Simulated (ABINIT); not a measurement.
# K2NaScF6 (Fm-3m): G0W0 with ABINIT, start to end, part 3 of 3

Wanted: ground state, empty states, screening and self-energy for K2NaScF6 (Fm-3m).

ABINIT 10.8.3; LDA and many-body steps on it, plane waves. Known limits of the many-body steps: not at the basis limit; coarse k mesh.

So far. Step 4 (Empty states on the mesh, 2×2×2 mesh, 247 bands): On this mesh the gap is 6.651 eV. Step 5 (Screening, 2×2×2 mesh, 225 bands, screening to 130.6 eV): Local fields lower ε∞ by 9 %. On a Γ-centred mesh this coarse the value itself is usually too large, while a short band sum pulls it down.

**6. Self-energy, 2×2×2 mesh, 225 bands, screening to 130.6 eV**

The self-energy is evaluated for the states that the input lists, and the levels follow from it, in one-shot runs by the linearised quasiparticle equation.

This step: G0W0 on LDA, plane waves, norm-conserving pseudopotentials.

The input, run.abi:

```
acell 3*1.0 Angstrom
rprim 
  -0.000000000000 4.235850000000 4.235850000000
  4.235850000000 -0.000000000000 4.235850000000
  4.235850000000 4.235850000000 -0.000000000000
ntypat 4
znucl 19 11 21 9
natom 10
typat 1 1 2 3 4 4 4 4 4 4
xred 
  0.250000000000 0.250000000000 0.250000000000
  0.750000000000 0.750000000000 0.750000000000
  0.500000000000 0.500000000000 0.500000000000
  0.000000000000 0.000000000000 0.000000000000
  0.765800000000 0.234200000000 0.234200000000
  0.234200000000 0.765800000000 0.234200000000
  0.234200000000 0.765800000000 0.765800000000
  0.765800000000 0.234200000000 0.765800000000
  0.234200000000 0.234200000000 0.765800000000
  0.765800000000 0.765800000000 0.234200000000
pp_dirpath "pseudos"
pseudos "K.upf, Na.upf, Sc.upf, F.upf"
ecut 38
ngkpt 2 2 2
nshiftk 1
shiftk 0 0 0
kptopt 1
chksymbreak 0
istwfk *1
occopt 1
irdwfk 1
optdriver 4
nband 225
gwcalctyp 0
ecutsigx 38
symsigma 1
nkptgw 1
kptgw 
  0.0000000000 0.0000000000 0.0000000000
bdgw 
  38 44
ecuteps 4.8
irdscr 1
ppmodel 1
indata_prefix "in"
outdata_prefix "out"
tmpdata_prefix "tmp"
```

The run is started by

```
$ OMP_NUM_THREADS=1 mpirun -n 4 abinit run.abi > log
```

Numbers of over 12 decimals in the logs are rounded to 6 here.

Log:

```text
.Version 10.8.3 of ABINIT. v10.8.2 released Aug 2026.

 Symmetries : space group Fm -3 m (#225); Bravais cF (face-center cubic)
[... echo of the input left out ...]
== DATASET  1 ==================================================================
-   mpi_nproc: 4, omp_nthreads: 1 (-1 if OMP is not activated)

--- !DatasetInfo
iteration_state: {dtset: 1, }
dimensions: {natom: 10, nkpt: 3, mband: 225, nsppol: 1, nspinor: 1, nspden: 1, mpw: 11575, }
cutoff_energies: {ecut:  38.0, pawecutdg:  -1.0, }
electrons: {nelect:   8.00000000E+01, charge:   0.00000000E+00, occopt:   1.00000000E+00, tsmear:   1.00000000E-02, }

 SIGMA: Calculation of the GW corrections

 Based on a program developped by R.W. Godby, V. Olevano, G. Onida, and L. Reining.
 Incorporated in ABINIT by V. Olevano, G.-M. Rignanese, and M. Torrent.
.Using double precision arithmetic ; gwpc =  8

[... cell and pseudopotentials left out ...]
--------------------------------------------------------------------------------

 ==== K-mesh for the wavefunctions ====
 Number of points in the irreducible wedge :     3
[... list of points left out ...]
 Together with 48 symmetry operations and time-reversal symmetry
 yields     8 points in the full Brillouin Zone.

 ==== Q-mesh for screening function ====
 Number of points in the irreducible wedge :     3
[... list of points left out ...]
 Together with 48 symmetry operations and time-reversal symmetry
 yields     8 points in the full Brillouin Zone.

 vcoul_init : cutoff-mode = AUXILIARY_FUNCTION
 q-points for optical limit:   1
     1)      0.000010    0.000020    0.000030
 setmesh: FFT mesh size selected  =    64x   64x   64
          total number of points  =       262144

 Number of electrons calculated from density =   80.0000; Expected =   80.0000
 average of density, n =  0.077990
 r_s =    1.4520
 omega_plasma =   26.9387 [eV]

 === KS Band Gaps ===
  >>>> For spin  1
   Minimum direct gap =   6.6506 [eV], located at k-point      :   0.0000  0.0000  0.0000
   Fundamental gap    =   6.6506 [eV], Top of valence bands at :   0.0000  0.0000  0.0000
                                       Bottom of conduction at :   0.0000  0.0000  0.0000
 SIGMA fundamental parameters:
 PLASMON POLE MODEL  1
 number of plane-waves for SigmaX                11575
 number of plane-waves for SigmaC and W            531
 number of plane-waves for wavefunctions         11575
 number of bands                                   225
 number of independent spin polarizations            1
 number of spinorial components                      1
 number of k-points in IBZ                           3
 number of q-points in IBZ                           3
 number of symmetry operations                      48
 number of k-points in BZ                            8
 number of q-points in BZ                            8
 number of frequencies for dSigma/dE                 9
 frequency step for dSigma/dE [eV]                0.25
 number of omega for Sigma on real axis              0
 max omega for Sigma on real axis  [eV]           0.00
 zcut for avoiding poles [eV]                     0.10

 EPSILON^-1 parameters (SCR file):
 dimension of the eps^-1 matrix on file            531
 dimension of the eps^-1 matrix used               531
 number of plane-waves for wavefunctions         11575
 number of bands                                   225
 number of q-points in IBZ                           3
 number of frequencies                               2
 number of real frequencies                          1
 number of imag frequencies                          1

 matrix elements of self-energy operator (all in [eV])

 Perturbative Calculation

--- !SelfEnergy_ee
iteration_state: {dtset: 1, }
kpoint     : [   0.000,    0.000,    0.000, ]
spin       : 1
KS_gap     :    6.651
QP_gap     :   10.410
Delta_QP_KS:    3.759
data: !SigmaeeData |
     Band     E0 <VxcDFT>   SigX SigC(E0)      Z dSigC/dE  Sig(E)    E-E0       E
       38  -0.630 -22.370 -29.691   5.096   0.809  -0.236 -24.171  -1.801  -2.432
       39  -0.630 -22.370 -29.691   5.096   0.809  -0.236 -24.171  -1.801  -2.432
       40  -0.630 -22.370 -29.691   5.096   0.809  -0.236 -24.171  -1.801  -2.432
       41   6.020  -9.648  -4.723  -2.741   0.896  -0.116  -7.690   1.958   7.978
       42   6.774 -18.434 -10.215  -3.850   0.835  -0.198 -14.787   3.647  10.421
       43   6.774 -18.434 -10.215  -3.850   0.835  -0.198 -14.787   3.647  10.421
       44   6.774 -18.434 -10.215  -3.850   0.835  -0.198 -14.787   3.647  10.421

== END DATASET(S) ==============================================================
================================================================================

 -outvars: echo values of variables after computation  --------
           etotal      0.0000000000E+00
            nband         225
             nkpt           3
          spgroup         225
 [... the other variables as echoed above ...]

 Calculation completed.
```

The job ended after 23 s (4 MPI ranks of Arm Neoverse V1, shared host; peak memory 1.9 GiB; 91 s of CPU time).

Numbers from this step:

* G0W0 gap on the points computed: 10.41 eV
* starting gap on the mesh: 6.651 eV
* k of the valence top: 0, 0, 0
* k of the conduction bottom: 0, 0, 0
* Z at the valence top: 0.809
* Z at the conduction bottom: 0.896
* least direct G0W0 gap on the computed points: 10.41 eV

The gap on the mesh goes from 6.65 eV to 10.41 eV, a correction of +3.76 eV.

Limits: finite bands, cutoff and mesh; coarse k mesh. v1 is the top filled band, c1 the lowest empty one. Levels before and after the correction, in eV, zero at the valence-band top of each column:

|  | conduction bottom | valence top |
| --- | --- | --- |
| Kohn-Sham | 6.65 | 0.00 |
| G0W0 | 10.41 | 0.00 |

|  | level | energy (eV) |
| --- | --- | --- |
| Kohn-Sham | Γ v3-v1 | 0.000 |
| Kohn-Sham | Γ c1 | 6.651 |
| Kohn-Sham | Γ c2-c4 | 7.404 |
| G0W0 | Γ v3-v1 | 0.000 |
| G0W0 | Γ c1 | 10.410 |
| G0W0 | Γ c2-c4 | 12.853 |

**7. Where the time went**

Times are wall times on the hardware named with each run, good to a factor of about two.

| step | time | share | memory (GiB) |
| --- | --- | --- | --- |
| ground state | 71 s | 14 % | 0.56 |
| bands along the symmetry lines | 2.6 min | 30 % | 0.58 |
| empty states on the mesh | 2.5 min | 29 % | 0.44 |
| screening | 2 min | 23 % | 2.6 |
| self-energy | 23 s | 4 % | 1.9 |

**8. Summary of results**

```
LDA gap              : 6.65 eV, direct
G0W0 gap on the mesh : 10.41 eV
GW settings          : 2×2×2 mesh, 225 bands, screening to 130.6 eV, Godby-Needs plasmon pole
known limits         : not at the basis limit; coarse k mesh
```

G0W0 moves the gap on the mesh from 6.65 eV to 10.41 eV (+3.76 eV), with Z of 0.81 and 0.90 at the edges. Local fields lower the RPA ε∞ on this mesh from 2.27 to 2.06; a Γ-centred mesh this coarse tends to raise both, most where the direct gap is narrow, while a short band sum lowers them. Only 1 of the mesh's irreducible points was corrected, so a valley elsewhere could overtake. Bands and cutoff are finite, so the gap is not at the basis limit. The miss can reach some tenths of an eV and take either sign; the mesh is an error of its own. In the G0W0 run levels were corrected at 1 k point alone, so a gap called «on the mesh» is the least over those, and an edge elsewhere would be missed. The 2×2×2 mesh is coarse for this cell, which bears on the long-range parts of exchange and screening.

[Paths, hosts, dates, memory and timing lines, banners, echoed tables and standing remarks are left out of the program output.]

[Logs are printed without paths, hosts, clocks, repeated set-up lines and the standing remarks that a program may print on its own settings, such as how far it seeks lower states.]

[Runs of the session that timed out or met a known fault of the program may be left out.]

[Hosts, paths, dates, database ids (printed as entryN), source tags and the programs' standing remarks are cut or masked in the printed files.]

[G0W0 gaps are taken among the corrected bands and points alone; a level outside them can change the order at an edge.]

[Where Ansatz stands beside ABINIT at settings called matched, ABINIT's density can come from a denser mesh and the files from another edition; pairs whose starting gaps differed by over 0.03 eV were left out, so agreement reads better than it is.]
